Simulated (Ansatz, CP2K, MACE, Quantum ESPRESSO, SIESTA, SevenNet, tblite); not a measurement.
# Bulk modulus of amorphous carbon (123 atoms) across programs

Aim: pressure against volume for amorphous carbon (123 atoms), with plane waves as the reference.

The results are calculated values.

## 1. Set-up

The cell holds 123 atoms (123 C), with edges of 11.09, 11.09 and 11.09 Å. Recipe: 123 atoms (123 C) placed at random at 1.8 g/cm³, melted at 6000 K for 10 ps at fixed volume with the LCBOP (Los and Fasolino, Phys. Rev. B 68, 024107 (2003)). Quenched from 5000 K to 300 K at 500 K/ps and fixed volume, held 5 ps, then minimised at fixed cell. Then the atoms were relaxed with SevenNet 0 in the fixed cell.

Bonds by pair of elements; cutoffs follow the first minimum of g(r), held within bounds set by covalent radii, and pairs that aren't listed don't count as bonded:

| pair A-B | cutoff (Å) | bonds | mean length (Å) | spread (Å) | shortest (Å) | B about A | A about B |
| --- | --- | --- | --- | --- | --- | --- | --- |
| C-C | 1.85 | 182 | 1.48 | 0.08 | 1.24 | 2.96 | 2.96 |

## 2. The reference input

Quantum ESPRESSO 7.5: Kohn-Sham DFT, PBE, SSSP efficiency 1.3.0 pseudopotentials, plane waves. Its input, pw.in, for the unchanged cell:

```
&control
  calculation = 'scf'
  pseudo_dir = './pseudo'
  outdir = './tmp'
  disk_io = 'none'
  tprnfor = .true.
  tstress = .true.
/
&system
  ibrav = 0
  nat = 123
  ntyp = 1
  ecutwfc = 45
  ecutrho = 360
  nosym = .true.
  occupations = 'smearing'
  smearing = 'fd'
  degauss = 0.003675
/
&electrons
  conv_thr = 6.2e-07
  electron_maxstep = 100
  mixing_beta = 0.2
  mixing_mode = 'local-TF'
  diagonalization = 'david'
/
ATOMIC_SPECIES
C 12.011 C.upf
CELL_PARAMETERS angstrom
11.08510 0.00000 0.00000
0.00000 11.08510 0.00000
0.00000 0.00000 11.08510
ATOMIC_POSITIONS crystal
C 0.54784 0.05656 0.23048
C 0.65508 0.57260 0.05162
C 0.29462 0.36208 0.38671
C 0.21646 0.05800 0.98144
[... 117 atom lines left out ...]
C 0.26929 0.69270 0.29097
C 0.85798 0.61317 0.20819
K_POINTS gamma
```

```console
$ OMP_NUM_THREADS=1 mpirun -np 4 pw.x -in pw.in > output.txt
```

Wall time 2.5 min (4 MPI ranks of Arm Neoverse V1, shared host); peak memory 4.1 GiB; 10 min of CPU time.

It converged with an r.m.s. force component of 0.61 eV/Å and a pressure of -10 GPa.

## 3. The levels

Every level solves the same cells as single points. CPU time is summed over a level's finished runs, on a host shared with the other runs, so it is rough; the force column is the median over cells of the r.m.s. difference of force components from the reference.

| level | basis or training data | k-points | runs finished | CPU time | peak memory (GiB) | force difference (meV/Å) |
| --- | --- | --- | --- | --- | --- | --- |
| QE, PBE | plane waves, SSSP efficiency, 45/360 Ry | Γ | 3 of 3 | 31 min | 4.2 | reference |
| SIESTA DZP, PBE | DZP orbitals, shift 0.01 Ry, mesh 300 Ry | Γ | 3 of 3 | 22 min | 1.6 | 327 |
| CP2K double zeta, LDA | DZVP-MOLOPT-SR, GTH, 450 Ry | Γ | 3 of 3 | 23 min | 3.5 | 88 |
| tblite GFN1-xTB | tight binding with its own dispersion term | Γ | 3 of 3 | 11 s | 0.13 | 293 |
| MACE MP-0b3 medium | trained on PBE(+U) plane-wave data | - | 3 of 3 | 32 s | 1.4 | 502 |
| SevenNet 0 | trained on PBE(+U) plane-wave data | - | 3 of 3 | 29 s | 1.3 | 610 |

The reference's own r.m.s. force component runs from 582 to 635 meV/Å over these cells. SevenNet 0 relaxed the atoms, so in the cells that it relaxed its forces are near zero and its entry mostly repeats the reference's forces.

## 4. Pressure against volume

The cell is scaled evenly, and at each volume SevenNet 0 relaxes the atoms again before the single points. The unchanged volume is 11.074 Å³ an atom. Pressures in GPa:

```csv
level,-3 %,0,+3 %
"QE, PBE",-6.49,-10.44,-13.89
"SIESTA DZP, PBE",-0.60,-5.00,-8.89
"CP2K double zeta, LDA",-12.85,-16.53,-19.74
tblite GFN1-xTB,-12.09,-16.35,-20.06
MACE MP-0b3 medium,-5.21,-8.28,-11.00
SevenNet 0,-5.98,-9.30,-12.31
```

Energy less that of the unchanged cell at the same level, in meV an atom:

```
                level    -3 %   +3 %
              QE, PBE  -19.40  25.92
      SIESTA DZP, PBE  -13.06  20.11
CP2K double zeta, LDA  -30.15  36.23
      tblite GFN1-xTB  -29.74  36.95
   MACE MP-0b3 medium  -14.56  20.02
           SevenNet 0  -15.96  22.39
```

## 5. Moduli

From the three volumes nearest the unchanged one: B from the slope of pressure against ln V and from the curvature of the energy, the pressure that the slope of the energy implies, and the volume change at which the printed pressure crosses zero (a dash if it doesn't within the range).

```
                level  B from pressures (GPa)  B from energies (GPa)  printed pressure (GPa)  pressure from energies (GPa)  zero pressure at (%)
              QE, PBE                   123.4                  104.8                  -10.44                        -10.93                     -
      SIESTA DZP, PBE                   138.0                  113.4                   -5.00                         -8.00                     -
CP2K double zeta, LDA                   114.9                   97.7                  -16.53                        -16.01                     -
      tblite GFN1-xTB                   132.7                  115.8                  -16.35                        -16.08                     -
   MACE MP-0b3 medium                    96.5                   87.7                   -8.28                         -8.34                     -
           SevenNet 0                   105.4                  103.5                   -9.30                         -9.25                     -
```

As a check by hand on the reference: from -3 to +3 % the pressure falls by 7.40 GPa while ln V grows by 0.0600, a ratio of 123.3 GPa.

## 6. Outcome

The plane-wave reference (PBE) gives a bulk modulus of 123.4 GPa from its pressures, at a volume where its pressure is -10.44 GPa, and the pressure stays negative over the whole range. Other programs at PBE: SIESTA DZP, PBE 138.0 GPa (+12 %); its pressure lies +5.44 GPa from the reference's. Other functionals: CP2K double zeta, LDA 114.9 GPa (-7 %); its pressure lies -6.09 GPa from the reference's.

Learned potentials: MACE MP-0b3 medium 96.5 GPa (-22 %) and SevenNet 0 105.4 GPa (-15 %); their pressures lie +1.14 to +2.15 GPa from the reference's. Tight binding: tblite GFN1-xTB 132.7 GPa (+8 %); its pressure lies -5.92 GPa from the reference's. The moduli are read at one volume but at unlike pressures, and a cell under tension is as a rule softer than one under compression. Moduli from the energies run from 88 to 116 GPa and part from those from pressures by as much as -18 % (SIESTA DZP, PBE); they rest on differences of a few meV an atom and hold the work of each level's leftover forces.

**Limits.** The atoms follow SevenNet 0, not each level's own minimum, so these moduli only approach relaxed ones and hang on that choice. Three points at finite strain give rough moduli, at the given volume rather than at zero pressure. Pressures at a fixed plane-wave cutoff or in a small atom-centred basis hold some basis error. The quench rate of 500 K/ps is many orders above laboratory rates, so the cell is likely richer in defects and strain than a real sample. The reference samples only Γ, in a cell whose shortest periodic width is 11 Å. The reference isn't exact: its cutoffs and mesh weren't converged further here. SIESTA's automatically made basis is far from complete, and its potentials were converted by us (checked for H, C, O, Si, Ge and Ca alone). Where levels are smeared, the DFT runs use Fermi–Dirac occupations at 580 K (0.05 eV), and energies are free energies.

[Long decimals in the printed logs are rounded to 6 places.]

[Logs are printed without paths, hosts, clocks, repeated set-up lines and the standing remarks that a program may print on its own settings, such as how far it seeks lower states.]

[Hosts, paths, dates, database ids (printed as entryN), source tags and the programs' standing remarks are cut or masked in the printed files.]
